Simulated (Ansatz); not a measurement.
# BaPbO3 (Pm-3m): a soft mode frozen in, part 3 of 3

Wanted: the energy along a soft mode of BaPbO3 (Pm-3m) and the structure at the end.

Ansatz 0.2.0; DFT PBEsol, scalar-relativistic, plane waves, PAW; PAW set soft_1.

So far. Step 5 (Energy along the mode, all amplitudes (two of the runs …): The lowest of the steps tried is at 0.45 Å, 15.7 meV/atom below the parent; the bottom of the well need not coincide with a step. Step 7 (The new phase in its own primitive cell): The largest force component left is 0.070 meV/Å and the pressure is -0.003 GPa, within the tolerances set. The cell now holds 15.66 Å³/atom. The relaxed cell has a = 5.993, c = 4.361 Å (conventional setting).

### 8. Modes of the new phase, k-mesh 6×6×8

A relaxed structure may still be a saddle point, so its zone-centre modes are computed. No field response is asked, since the mesh shows no gap.

The input, input.yaml:

```yaml
crystal:
  lattice:
    - [5.9927059771, 0.0, 0.0]
    - [0.0, 5.9927059771, 0.0]
    - [0.0, 0.0, 4.3608300476]
  atoms:
    - { symbol: Ba, position: [0.0, 0.5, 0.5] }
    - { symbol: Ba, position: [0.5, 0.0, 0.5] }
    - { symbol: Pb, position: [0.0, 0.0, 0.0] }
    - { symbol: Pb, position: [0.5, 0.5, 0.0] }
    - { symbol: O, position: [0.1989162847, 0.3010837153, 0.0] }
    - { symbol: O, position: [0.8010837153, 0.6989162847, 0.0] }
    - { symbol: O, position: [0.6989162847, 0.1989162847, 0.0] }
    - { symbol: O, position: [0.3010837153, 0.8010837153, 0.0] }
    - { symbol: O, position: [0.0, 0.0, 0.5] }
    - { symbol: O, position: [0.5, 0.5, 0.5] }
kpoints:
  mp_grid: { grid: [6, 6, 8] }
hamiltonian:
  xc: pbesol
  pseudopotentials: { kind: paw, azcp: { folder: soft_1 }, xc_functional: pbe }
scf:
  occupations: { method: methfessel_paxton, width: 0.2 }
output:
  eigenvalues: true
phonons:
  method: dfpt
```

The run is started by

```bash
> ansatz run input.yaml --threads 4 --pin off --max-ram 10240MiB --backend cpu --events-out ev --progress --plain --runs-dir out
```

Numbers of over 12 decimals in the logs are rounded to 6 here.

Log:

```text
zone centre: on kpoints.mp_grid the ground state, and the responses unless they are solved on pairs of k-points, stand on 100 of the mesh's 288 k-points, reduced under 2 symmetry operations, with k and −k counted as one. Each operation leaves every solved displacement unchanged or reverses it
Engine: ansatz 0.2.0, aarch64-unknown-linux-gnu
Pseudopotentials: kind: paw
Pseudopotential: Ba, paw, valence charge 10, recommended cutoff 420 eV (normal), soft_1/Ba.paw.azcp
Pseudopotential: Pb, paw, valence charge 14, recommended cutoff 420 eV (normal), soft_1/Pb.paw.azcp
Pseudopotential: O, paw, valence charge 6, recommended cutoff 420 eV (normal), soft_1/O.paw.azcp
Functional definition: PBEsol
  exchange = pbesol_x
  correlation = pbesol_c
Crystal: 10 atoms, lattice volume = 156.608 Å³
Basis set: ecut = 420 eV, 3075 PW (Γ), exchange–correlation on 96×96×60 points (8 copies of the dense FFT grid, shifted against one another)
Bands: 52, of which v1, the nominal top of the filled ones, is band 42 counted from 1 (41 counted from 0)
Symmetry: 16 space group operations
k-points: 100 of 288 (irreducible under 2 space group operations, time reversal used)
Non-local potential: Ba, projectors of the file, l = 0: 3, l = 1: 2, l = 2: 2, l = 3: 2
Non-local potential: Pb, projectors of the file, l = 0: 2, l = 1: 2, l = 2: 2, l = 3: 1
Non-local potential: O, projectors of the file, l = 0: 2, l = 1: 2, l = 2: 1
PAW form: soft (Blöchl's): semilocal exchange-correlation on the pseudo side does not see the compensation charge
PAW frozen core: Ba, regenerated for the run's functional, and the local potential with it (the file was generated under x = pbe(κ = 0.804, μ = 0.219515), c = pbe(β = 0.066725))
PAW frozen core: Pb, regenerated for the run's functional, and the local potential with it (the file was generated under x = pbe(κ = 0.804, μ = 0.219515), c = pbe(β = 0.066725))
PAW frozen core: O, regenerated for the run's functional, and the local potential with it (the file was generated under x = pbe(κ = 0.804, μ = 0.219515), c = pbe(β = 0.066725))
PAW one-centre angular grid: Ba, 194 points (default); XC on 64 Gauss nodes
PAW one-centre angular grid: Pb, 590 points (default); XC on 64 Gauss nodes
PAW one-centre angular grid: O, 110 points (default); XC on 64 Gauss nodes
Initial density: superposition of atomic densities (chi_scale 0.1, normalization cell, long waves kept (reshape's long-wave potential 0.00 eV rms))
Initial wavefunctions: pseudopotential atomic-orbital guess
Functional: x = pbesol(κ = 0.804, μ = 0.123457), c = pbesol(β = 0.046)
SCF iter   1: F=—  HF=-38610.553552 eV  |F-HF|=—  |Δ(HF+E_count)|=         —  Δρ=5.88e-2  dr2=8.37e0  ethr=3.10e-3  ⟨swp⟩=15.5  Hψ=32272  notcnv=0
preconditioner: auto → Resta (q_TF=auto, 2.459 Å⁻¹)  ε∞=4.8  [insulator: Δε(μ)=0.241 eV  Ē_g=13.625 eV  σ=0.200 eV  W_gap=0.68  n_scr=38 (ndim 8)  ℏωp=26.5 eV  f_vac=0.000  D(μ)=0.32/eV (n_scr^D=0)  ε∞_Penn≈4.8]
SCF iter   2: F=—  HF=-38608.450263 eV  |F-HF|=—  |Δ(HF+E_count)|=    2.10e0  S|Δr|=    0.00e0  Δρ=3.32e-2  dr2=3.02e0  ethr=3.10e-3  ⟨swp⟩=4.5  Hψ=10419  notcnv=0  defer=260
SCF iter   3: F=—  HF=-38607.264586 eV  |F-HF|=—  |Δ(HF+E_count)|=    1.19e0  S|Δr|=    0.00e0  Δρ=9.07e-3  dr2=1.88e-1  ethr=3.10e-3  ⟨swp⟩=5.2  Hψ=10098  notcnv=0  defer=261
SCF iter   4: F=—  HF=-38607.201324 eV  |F-HF|=—  |Δ(HF+E_count)|=   6.33e-2  S|Δr|=    0.00e0  Δρ=2.18e-3  dr2=7.54e-3  ethr=2.24e-4  ⟨swp⟩=4.2  Hψ=10480  notcnv=0  defer=251
SCF iter   5: F=—  HF=-38607.201074 eV  |F-HF|=—  |Δ(HF+E_count)|=   2.50e-4  S|Δr|=    0.00e0  Δρ=3.94e-4  dr2=3.23e-4  ethr=8.97e-6  ⟨swp⟩=2.7  Hψ=9179  notcnv=0  defer=246
SCF iter   6: F=—  HF=-38607.201060 eV  |F-HF|=—  |Δ(HF+E_count)|=   1.42e-5  S|Δr|=    0.00e0  Δρ=8.82e-5  dr2=1.26e-5  ethr=3.84e-7  ⟨swp⟩=2.1  Hψ=8228  notcnv=0  defer=246
SCF iter   7: F=—  HF=-38607.201063 eV  |F-HF|=—  |Δ(HF+E_count)|=   3.49e-6  S|Δr|=    0.00e0  Δρ=1.93e-5  dr2=1.02e-6  ethr=1.50e-8  ⟨swp⟩=2.1  Hψ=8125  notcnv=0  defer=246
SCF iter   8: F=—  HF=-38607.201064 eV  |F-HF|=—  |Δ(HF+E_count)|=   4.13e-7  S|Δr|=    0.00e0  Δρ=5.24e-6  dr2=5.87e-8  ethr=1.22e-9  ⟨swp⟩=2.0  Hψ=8406  notcnv=0  defer=248
SCF iter   9: F=—  HF=-38607.201064 eV  |F-HF|=—  |Δ(HF+E_count)|=   3.70e-8  S|Δr|=    0.00e0  Δρ=1.13e-6  dr2=2.20e-9  ethr=6.99e-11  ⟨swp⟩=2.0  Hψ=8321  notcnv=0  defer=248
SCF iter  10: F=—  HF=-38607.201064 eV  |F-HF|=—  |Δ(HF+E_count)|=   1.24e-9  S|Δr|=    0.00e0  Δρ=3.32e-7  dr2=1.24e-10  ethr=2.62e-12  ⟨swp⟩=2.0  Hψ=8759  notcnv=0  defer=248
SCF iter  11: F=-38607.201064 eV  HF=-38607.201064 eV  |F-HF|=2.18e-11  |Δ(HF+E_count)|=  1.46e-11  S|Δr|=    0.00e0  Δρ=7.96e-8  dr2=8.54e-12  ethr=1.00e-12  ⟨swp⟩=22.2  Hψ=42422  notcnv=0
SCF 1 converged in 11 iterations: F = -38607.201064 eV  dr2 = 8.54e-12
[...]
DFPT response loops at Γ: preconditioner auto → Kerker (q_TF=auto, 2.459 Å⁻¹) (partly filled bands, converged f_vac=0.000); β = 1.00, the filter's whole step (`scf.mixing.beta` (0.50) is not read by the response loops under this deck's `scf.mixing.preconditioner`; to damp them name `kerker` or `kerker_dos`, under which they read `scf.mixing.beta`, and type it under 1.00, their step now; both keys bind the ground state too); Broyden in place of MSR1
```

Run time: 2.6 min. Hardware: 4 threads of Arm Neoverse V2, shared host; peak memory 2.8 GiB.

The run was cut off at the time limit after its SCF cycle had converged; no result of it is taken.

The program's message: “Warning:”

### 9. The phases reached

The phases reached along the modes that were followed are set side by side.

Energies are those of the first relaxation, on the mesh of the frozen mode; space group, volume and gap are those of the last relaxation. Phases, by row:

```tsv
mode frozen in	space group	energy from parent (meV/atom)	volume (Å³/atom)	gap on mesh (eV)	lowest zone-centre optical mode (cm⁻¹)	largest shift (Å)
parent	Pm-3m	0	15.69	0	–	–
q = (-0.5, -0.5, -0.5), 163i cm⁻¹	I4/mcm	-28.85	15.62	0	-62.5	0.467
q = (-0.5, -0.5, -0.5), 163i cm⁻¹	R-3c	-30.73	15.67	0.334	–	0.387
q = (-0.5, -0.5, -0.5), 163i cm⁻¹	Imma	-31.62	15.67	0.269	–	0.453
q = (0, -0.5, -0.5), 150i cm⁻¹	P4/mbm	-20.65	15.66	0	–	0.433
```

### 10. Results

```json
{"unstable mode of the parent": "q = (0, -0.5, -0.5), 150i cm⁻¹", "depth at the lowest point sampled": "15.7 meV/atom", "largest atomic shift at that point": "0.45 Å", "space group reached (within 0.01 Å)": "P4/mbm", "energy gained over the parent (first relaxation, on the mesh of the frozen mode)": "20.6 meV/atom", "volume per atom, phase reached": "15.7 Å³"}
```

In words: Along this mode the structure falls into P4/mbm, 20.6 meV/atom below the parent. At the parent's cell the well is 15.74 meV/atom deep on the steps tried, with its lowest point at a shift of 0.45 Å. Relaxing atoms and cell changes the gain by +4.91 meV/atom against the lowest step (energies at zero smearing). The modes of the phase reached were not computed on this path. Of the 4 patterns followed to their end from this parent, this one ends 11.0 meV/atom above the lowest, Imma. Each path keeps the symmetry of its pattern, so a lower phase may lie along a pattern not tried. With no gap, or one that is small against the smearing, the frequencies hang on the k mesh and the smearing, most of all near Kohn anomalies. Spin-orbit coupling is left out, which can matter for the heavy elements here. The PAW files were made for PBE and serve the other functionals too. A phonon run warned that its eigensolver left some bands unconverged in a pass.

[Logs are printed without paths, hosts, clocks, repeated set-up lines and the standing remarks that a program may print on its own settings, such as how far it seeks lower states.]

[Hosts, paths, dates, database ids (printed as entryN), source tags and the programs' standing remarks are cut or masked in the printed files.]
